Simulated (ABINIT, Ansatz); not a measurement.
# SiSnTeSe2 (P4/mmm): zone-centre phonons, part 2 of 3

Aim: the zone-centre modes of SiSnTeSe2 (P4/mmm).

ABINIT 10.8.3; DFT LDA, scalar-relativistic, plane waves, HGH norm-conserving pseudopotentials.

So far. Step 3 (Ground state): The cell stands at -0.74 GPa: the relaxation ran with a smoothed and higher cutoff, and the difference is a stress of the finite basis. Step 4 (Zone-centre response): The acoustic modes at Γ come out as far as 2.6 cm⁻¹ from zero, where they should vanish, a small numerical error. The lowest optical mode is imaginary, 140i cm⁻¹, an instability at this level and on this k mesh. The relaxed cell has a = 4.735, c = 5.335 Å (conventional setting).

The structure was built from a prototype and need not be the compound's stable phase.

### Step 5. Modes with the sum rule

anaddb reads the merged derivatives and imposes the acoustic sum rule.

The input, anaddb.abi:

```
ddb_filepath "gamma_DDB"
output_file "anaddb.abo"
outdata_prefix "anaddb"
asr 1
chneut 1
enunit 2
eivec 1
nph1l 1
qph1l 0.0 0.0 0.0 1.0
```

The input, mrgddb.in:

```
gamma_DDB
merged
2
dfpt_gammao_DDB
gso_DDB
```

Started as:

```console
$ mrgddb < mrgddb.in > mrgddb.log
$ OMP_NUM_THREADS=1 anaddb anaddb.abi > anaddb.log
```

anaddb.abo, the main output file:

```text
-outvars_anaddb: echo values of input variables ----------------------

 Miscellaneous information :
      enunit         2
       eivec         1
         asr         1
 First list of wavevector (reduced coord.) :
       nph1l         1
       qph1l
                     0.00000000E+00  0.00000000E+00  0.00000000E+00    1.000E+00

================================================================================

 read the DDB information and perform some checks

  ==== Info on the Cryst% object ====
 Real(R)+Recip(G) space primitive vectors, cartesian coordinates (Bohr,Bohr^-1):
 R(1)=  8.9473213  0.0000000  0.0000000  G(1)=  0.1117653  0.0000000  0.0000000
 R(2)=  0.0000000  8.9473213  0.0000000  G(2)=  0.0000000  0.1117653  0.0000000
 R(3)=  0.0000000  0.0000000 10.0810289  G(3)=  0.0000000  0.0000000  0.0991962
 Unit cell volume ucvol=  8.0703232E+02 bohr^3
 Angles (23,13,12)=  9.00000000E+01  9.00000000E+01  9.00000000E+01 degrees
 Time-reversal symmetry is present
 Reduced atomic positions [iatom, xred, symbol]:
    1)    0.0000000  0.0000000  0.0000000  Sn
    2)    0.5000000  0.5000000  0.5000000  Si
    3)    0.5000000  0.0000000  0.5000000  Se
    4)    0.0000000  0.5000000  0.5000000  Se
    5)    0.5000000  0.5000000  0.0000000  Te

 DDB file with 3 blocks has been read.

================================================================================

 Treat the first list of vectors

  Phonon wavevector (reduced coordinates) :  0.00000  0.00000  0.00000
 Phonon energies in Hartree :
  -6.367736E-04 -4.712859E-04 -4.712859E-04 -2.946250E-04 -2.511725E-04
  -2.511725E-04 -2.107973E-04  0.000000E+00  0.000000E+00  0.000000E+00
   1.015989E-04  1.015989E-04  7.848531E-04  1.219010E-03  1.219010E-03
 Phonon energies in meV     :
- -1.732749E+01 -1.282434E+01 -1.282434E+01 -8.017156E+00 -6.834752E+00
- -6.834752E+00 -5.736087E+00  0.000000E+00  0.000000E+00  0.000000E+00
-  2.764646E+00  2.764646E+00  2.135694E+01  3.317096E+01  3.317096E+01
 Phonon frequencies in cm-1    :
- -1.397556E+02 -1.034353E+02 -1.034353E+02 -6.466272E+01 -5.512599E+01
- -5.512599E+01 -4.626466E+01  0.000000E+00  0.000000E+00  0.000000E+00
-  2.229837E+01  2.229837E+01  1.722554E+02  2.675418E+02  2.675418E+02
 Phonon frequencies in Thz     :
- -4.189769E+00 -3.100913E+00 -3.100913E+00 -1.938540E+00 -1.652636E+00
- -1.652636E+00 -1.386980E+00  0.000000E+00  0.000000E+00  0.000000E+00
-  6.684884E-01  6.684884E-01  5.164085E+00  8.020702E+00  8.020702E+00
 Phonon energies in Kelvin  :
- -2.010772E+02 -1.488203E+02 -1.488203E+02 -9.303523E+01 -7.931401E+01
- -7.931401E+01 -6.656453E+01  0.000000E+00  0.000000E+00  0.000000E+00
-  3.208239E+01  3.208239E+01  2.478370E+02  3.849330E+02  3.849330E+02

 Eigendisplacements
 (will be given, for each mode : in cartesian coordinates
   for each atom the real part of the displacement vector,
   then the imaginary part of the displacement vector - absolute values smaller than 1.0d-7 are set to zero)
  Mode number    1   Energy   -6.367736E-04
 Attention : low frequency mode.
   (Could be unstable or acoustic mode)
;  1  0.00000000E+00  0.00000000E+00  4.50042488E-04
;     0.00000000E+00  0.00000000E+00  0.00000000E+00
;  2  0.00000000E+00  0.00000000E+00  3.28156503E-03
;     0.00000000E+00  0.00000000E+00  0.00000000E+00
;  3  0.00000000E+00  0.00000000E+00 -1.15676163E-03
;     0.00000000E+00  0.00000000E+00  0.00000000E+00
;  4  0.00000000E+00  0.00000000E+00 -1.15676163E-03
;     0.00000000E+00  0.00000000E+00  0.00000000E+00
;  5  0.00000000E+00  0.00000000E+00  2.90669809E-04
;     0.00000000E+00  0.00000000E+00  0.00000000E+00
  Mode number    2   Energy   -4.712859E-04
 Attention : low frequency mode.
   (Could be unstable or acoustic mode)
-  1  0.00000000E+00 -1.15077404E-03  0.00000000E+00
-     0.00000000E+00  0.00000000E+00  0.00000000E+00
-  2  0.00000000E+00 -1.36326813E-03  0.00000000E+00
-     0.00000000E+00  0.00000000E+00  0.00000000E+00
-  3  0.00000000E+00 -5.22567487E-04  0.00000000E+00
-     0.00000000E+00  0.00000000E+00  0.00000000E+00
-  4  0.00000000E+00  1.89213966E-03  0.00000000E+00
-     0.00000000E+00  0.00000000E+00  0.00000000E+00
-  5  0.00000000E+00  5.23158670E-04  0.00000000E+00
-     0.00000000E+00  0.00000000E+00  0.00000000E+00
  Mode number    3   Energy   -4.712859E-04
 Attention : low frequency mode.
   (Could be unstable or acoustic mode)
-  1  1.15077404E-03  0.00000000E+00  0.00000000E+00
-     0.00000000E+00  0.00000000E+00  0.00000000E+00
-  2  1.36326813E-03  0.00000000E+00  0.00000000E+00
-     0.00000000E+00  0.00000000E+00  0.00000000E+00
-  3 -1.89213966E-03  0.00000000E+00  0.00000000E+00
-     0.00000000E+00  0.00000000E+00  0.00000000E+00
-  4  5.22567487E-04  0.00000000E+00  0.00000000E+00
-     0.00000000E+00  0.00000000E+00  0.00000000E+00
-  5 -5.23158670E-04  0.00000000E+00  0.00000000E+00
-     0.00000000E+00  0.00000000E+00  0.00000000E+00
  Mode number    4   Energy   -2.946250E-04
 Attention : low frequency mode.
   (Could be unstable or acoustic mode)
;  1  0.00000000E+00  0.00000000E+00  1.77473892E-03
;     0.00000000E+00  0.00000000E+00  0.00000000E+00
;  2  0.00000000E+00  0.00000000E+00 -1.55570548E-03
;     0.00000000E+00  0.00000000E+00  0.00000000E+00
;  3  0.00000000E+00  0.00000000E+00 -4.24811696E-04
;     0.00000000E+00  0.00000000E+00  0.00000000E+00
;  4  0.00000000E+00  0.00000000E+00 -4.24811696E-04
;     0.00000000E+00  0.00000000E+00  0.00000000E+00
;  5  0.00000000E+00  0.00000000E+00 -7.82884741E-04
;     0.00000000E+00  0.00000000E+00  0.00000000E+00
  Mode number    5   Energy   -2.511725E-04
 Attention : low frequency mode.
   (Could be unstable or acoustic mode)
-  1  0.00000000E+00 -1.39935724E-03  0.00000000E+00
-     0.00000000E+00  0.00000000E+00  0.00000000E+00
-  2  0.00000000E+00  1.70834386E-03  0.00000000E+00
-     0.00000000E+00  0.00000000E+00  0.00000000E+00
-  3  0.00000000E+00  1.14174009E-03  0.00000000E+00
-     0.00000000E+00  0.00000000E+00  0.00000000E+00
-  4  0.00000000E+00 -8.62998628E-04  0.00000000E+00
-     0.00000000E+00  0.00000000E+00  0.00000000E+00
-  5  0.00000000E+00  7.53359258E-04  0.00000000E+00
-     0.00000000E+00  0.00000000E+00  0.00000000E+00
  Mode number    6   Energy   -2.511725E-04
 Attention : low frequency mode.
   (Could be unstable or acoustic mode)
-  1  1.39935724E-03  0.00000000E+00  0.00000000E+00
-     0.00000000E+00  0.00000000E+00  0.00000000E+00
-  2 -1.70834386E-03  0.00000000E+00  0.00000000E+00
-     0.00000000E+00  0.00000000E+00  0.00000000E+00
-  3  8.62998628E-04  0.00000000E+00  0.00000000E+00
-     0.00000000E+00  0.00000000E+00  0.00000000E+00
-  4 -1.14174009E-03  0.00000000E+00  0.00000000E+00
-     0.00000000E+00  0.00000000E+00  0.00000000E+00
-  5 -7.53359258E-04  0.00000000E+00  0.00000000E+00
-     0.00000000E+00  0.00000000E+00  0.00000000E+00
  Mode number    7   Energy   -2.107973E-04
 Attention : low frequency mode.
   (Could be unstable or acoustic mode)
;  1  0.00000000E+00  0.00000000E+00  0.00000000E+00
;     0.00000000E+00  0.00000000E+00  0.00000000E+00
;  2  0.00000000E+00  0.00000000E+00  0.00000000E+00
;     0.00000000E+00  0.00000000E+00  0.00000000E+00
;  3  0.00000000E+00  0.00000000E+00  1.86380890E-03
;     0.00000000E+00  0.00000000E+00  0.00000000E+00
;  4  0.00000000E+00  0.00000000E+00 -1.86380890E-03
;     0.00000000E+00  0.00000000E+00  0.00000000E+00
;  5  0.00000000E+00  0.00000000E+00  0.00000000E+00
;     0.00000000E+00  0.00000000E+00  0.00000000E+00
  Mode number    8   Energy    0.000000E+00
 Attention : low frequency mode.
   (Could be unstable or acoustic mode)
-  1  0.00000000E+00 -1.12646993E-03  0.00000000E+00
-     0.00000000E+00  0.00000000E+00  0.00000000E+00
-  2  0.00000000E+00 -1.12646997E-03  0.00000000E+00
-     0.00000000E+00  0.00000000E+00  0.00000000E+00
-  3  0.00000000E+00 -1.12646986E-03  0.00000000E+00
-     0.00000000E+00  0.00000000E+00  0.00000000E+00
-  4  0.00000000E+00 -1.12647008E-03  0.00000000E+00
-     0.00000000E+00  0.00000000E+00  0.00000000E+00
-  5  0.00000000E+00 -1.12646937E-03  0.00000000E+00
-     0.00000000E+00  0.00000000E+00  0.00000000E+00
  Mode number    9   Energy    0.000000E+00
 Attention : low frequency mode.
   (Could be unstable or acoustic mode)
-  1  0.00000000E+00  0.00000000E+00 -1.12645229E-03
-     0.00000000E+00  0.00000000E+00  0.00000000E+00
-  2  0.00000000E+00  0.00000000E+00 -1.12646297E-03
-     0.00000000E+00  0.00000000E+00  0.00000000E+00
-  3  0.00000000E+00  0.00000000E+00 -1.12647869E-03
-     0.00000000E+00  0.00000000E+00  0.00000000E+00
-  4  0.00000000E+00  0.00000000E+00 -1.12647869E-03
-     0.00000000E+00  0.00000000E+00  0.00000000E+00
-  5  0.00000000E+00  0.00000000E+00 -1.12647652E-03
-     0.00000000E+00  0.00000000E+00  0.00000000E+00
  Mode number   10   Energy    0.000000E+00
 Attention : low frequency mode.
   (Could be unstable or acoustic mode)
-  1  1.12646993E-03  0.00000000E+00  0.00000000E+00
-     0.00000000E+00  0.00000000E+00  0.00000000E+00
-  2  1.12646997E-03  0.00000000E+00  0.00000000E+00
-     0.00000000E+00  0.00000000E+00  0.00000000E+00
-  3  1.12647008E-03  0.00000000E+00  0.00000000E+00
-     0.00000000E+00  0.00000000E+00  0.00000000E+00
-  4  1.12646986E-03  0.00000000E+00  0.00000000E+00
-     0.00000000E+00  0.00000000E+00  0.00000000E+00
-  5  1.12646937E-03  0.00000000E+00  0.00000000E+00
-     0.00000000E+00  0.00000000E+00  0.00000000E+00
  Mode number   11   Energy    1.015989E-04
-  1  0.00000000E+00 -2.64115772E-04  0.00000000E+00
-     0.00000000E+00  0.00000000E+00  0.00000000E+00
-  2  0.00000000E+00  1.71666594E-03  0.00000000E+00
-     0.00000000E+00  0.00000000E+00  0.00000000E+00
-  3  0.00000000E+00  1.01935895E-03  0.00000000E+00
-     0.00000000E+00  0.00000000E+00  0.00000000E+00
-  4  0.00000000E+00  1.13453292E-03  0.00000000E+00
-     0.00000000E+00  0.00000000E+00  0.00000000E+00
-  5  0.00000000E+00 -1.46498152E-03  0.00000000E+00
-     0.00000000E+00  0.00000000E+00  0.00000000E+00
  Mode number   12   Energy    1.015989E-04
-  1  2.64115772E-04  0.00000000E+00  0.00000000E+00
-     0.00000000E+00  0.00000000E+00  0.00000000E+00
-  2 -1.71666594E-03  0.00000000E+00  0.00000000E+00
-     0.00000000E+00  0.00000000E+00  0.00000000E+00
-  3 -1.13453292E-03  0.00000000E+00  0.00000000E+00
-     0.00000000E+00  0.00000000E+00  0.00000000E+00
-  4 -1.01935895E-03  0.00000000E+00  0.00000000E+00
-     0.00000000E+00  0.00000000E+00  0.00000000E+00
-  5  1.46498152E-03  0.00000000E+00  0.00000000E+00
-     0.00000000E+00  0.00000000E+00  0.00000000E+00
  Mode number   13   Energy    7.848531E-04
;  1  0.00000000E+00  0.00000000E+00  6.75657316E-06
;     0.00000000E+00  0.00000000E+00  0.00000000E+00
;  2  0.00000000E+00  0.00000000E+00  2.25270689E-03
;     0.00000000E+00  0.00000000E+00  0.00000000E+00
;  3  0.00000000E+00  0.00000000E+00  8.28412298E-04
;     0.00000000E+00  0.00000000E+00  0.00000000E+00
;  4  0.00000000E+00  0.00000000E+00  8.28412298E-04
;     0.00000000E+00  0.00000000E+00  0.00000000E+00
;  5  0.00000000E+00  0.00000000E+00 -1.52737316E-03
;     0.00000000E+00  0.00000000E+00  0.00000000E+00
  Mode number   14   Energy    1.219010E-03
-  1  0.00000000E+00 -1.92015923E-06  0.00000000E+00
-     0.00000000E+00  0.00000000E+00  0.00000000E+00
-  2  1.29583145E-07 -3.24648740E-03  0.00000000E+00
-     0.00000000E+00  0.00000000E+00  0.00000000E+00
-  3  0.00000000E+00  1.75011229E-03  0.00000000E+00
-     0.00000000E+00  0.00000000E+00  0.00000000E+00
-  4  0.00000000E+00 -2.57892072E-04  0.00000000E+00
-     0.00000000E+00  0.00000000E+00  0.00000000E+00
-  5  0.00000000E+00 -2.07041872E-04  0.00000000E+00
-     0.00000000E+00  0.00000000E+00  0.00000000E+00
  Mode number   15   Energy    1.219010E-03
-  1  1.92015923E-06  0.00000000E+00  0.00000000E+00
-     0.00000000E+00  0.00000000E+00  0.00000000E+00
-  2  3.24648740E-03  1.29583145E-07  0.00000000E+00
-     0.00000000E+00  0.00000000E+00  0.00000000E+00
-  3  2.57892072E-04  0.00000000E+00  0.00000000E+00
-     0.00000000E+00  0.00000000E+00  0.00000000E+00
-  4 -1.75011229E-03  0.00000000E+00  0.00000000E+00
-     0.00000000E+00  0.00000000E+00  0.00000000E+00
-  5  2.07041872E-04  0.00000000E+00  0.00000000E+00
-     0.00000000E+00  0.00000000E+00  0.00000000E+00

 Analysis of degeneracies and characters (maximum tolerance=1.00E-06 a.u.)
 For each vibration mode, or group of modes if degenerate,
 the characters are given for each symmetry operation (see the list in the log file).
 Symmetry characters of vibration mode #   1
  1.0 -1.0 -1.0  1.0  1.0 -1.0 -1.0  1.0  1.0 -1.0 -1.0  1.0  1.0 -1.0 -1.0  1.0
 Symmetry characters of vibration mode #   2
        degenerate with vibration mode #   3
  2.0 -2.0  0.0 -0.0 -2.0  2.0 -0.0  0.0 -0.0  0.0 -0.0  0.0  0.0 -0.0  0.0 -0.0
 Symmetry characters of vibration mode #   4
  1.0 -1.0 -1.0  1.0  1.0 -1.0 -1.0  1.0  1.0 -1.0 -1.0  1.0  1.0 -1.0 -1.0  1.0
 Symmetry characters of vibration mode #   5
        degenerate with vibration mode #   6
  2.0 -2.0  0.0 -0.0 -2.0  2.0 -0.0  0.0  0.0 -0.0 -0.0  0.0 -0.0  0.0  0.0 -0.0
 Symmetry characters of vibration mode #   7
  1.0 -1.0 -1.0  1.0  1.0 -1.0 -1.0  1.0 -1.0  1.0  1.0 -1.0 -1.0  1.0  1.0 -1.0
 Symmetry characters of vibration mode #   8
       degenerate with vibration modes #   9 to   10
  3.0 -3.0 -1.0  1.0 -1.0  1.0 -1.0  1.0  1.0 -1.0 -1.0  1.0  1.0 -1.0 -1.0  1.0
 Symmetry characters of vibration mode #  11
        degenerate with vibration mode #  12
  2.0 -2.0  0.0 -0.0 -2.0  2.0 -0.0  0.0  0.0 -0.0 -0.0  0.0 -0.0  0.0  0.0 -0.0
 Symmetry characters of vibration mode #  13
  1.0 -1.0 -1.0  1.0  1.0 -1.0 -1.0  1.0  1.0 -1.0 -1.0  1.0  1.0 -1.0 -1.0  1.0
 Symmetry characters of vibration mode #  14
        degenerate with vibration mode #  15
  2.0 -2.0  0.0  0.0 -2.0  2.0  0.0  0.0  0.0 -0.0  0.0 -0.0 -0.0  0.0 -0.0  0.0
-
```

Run time: 0.5 s. Hardware: 1 thread of Arm Neoverse V1, shared host.

Numbers from this step:

- highest optical zone-centre mode (no LO-TO term): 267.5 cm⁻¹

No LO-TO term; unit eigenvectors of the mass-weighted matrix, from anaddb's displacements. Modes at Γ, with each element's share of the kinetic energy (negative means imaginary):

| mode | frequency (cm⁻¹) | Sn % | Si % | Se % | Te % |
| --- | --- | --- | --- | --- | --- |
| 1 | -139.8 | 4 | 55 | 39 | 2 |
| 2 | -103.4 | 29 | 10 | 55 | 6 |
| 3 | -103.4 | 29 | 10 | 55 | 6 |
| 4 | -64.7 | 68 | 12 | 5 | 14 |
| 5 | -55.1 | 42 | 15 | 29 | 13 |
| 6 | -55.1 | 42 | 15 | 29 | 13 |
| 7 | -46.3 | 0 | 0 | 100 | 0 |
| 8 | 0.0 | 27 | 6 | 37 | 30 |
| 9 | 0.0 | 27 | 6 | 37 | 30 |
| 10 | 0.0 | 27 | 6 | 37 | 30 |
| 11 | 22.3 | 2 | 15 | 33 | 50 |
| 12 | 22.3 | 2 | 15 | 33 | 50 |
| 13 | 172.3 | 0 | 26 | 20 | 54 |
| 14 | 267.5 | 0 | 54 | 45 | 1 |
| 15 | 267.5 | 0 | 54 | 45 | 1 |

Displacements in mode 1 (-139.8 cm⁻¹), the largest set to 1:
```
Sn1  0.00  0.00  0.14
Si2  0.00  0.00  1.00
Se3  0.00  0.00 -0.35
Se4  0.00  0.00 -0.35
Te5  0.00  0.00  0.09
```

Displacements in mode 14 (267.5 cm⁻¹), the largest set to 1:
```
Sn1  0.00  0.00  0.00
Si2  0.00 -1.00  0.00
Se3  0.00  0.54  0.00
Se4  0.00 -0.08  0.00
Te5  0.00 -0.06  0.00
```

The rule moves no optical mode by more than 0.2 cm⁻¹.

(Continued in part 3 of 3.)

[Host names and launcher messages were left out of these logs when they were recorded.]

[Logs are printed without paths, hosts, clocks, repeated set-up lines and the standing remarks that a program may print on its own settings, such as how far it seeks lower states.]

[Hosts, paths, dates, database ids (printed as entryN), source tags and the programs' standing remarks are cut or masked in the printed files.]
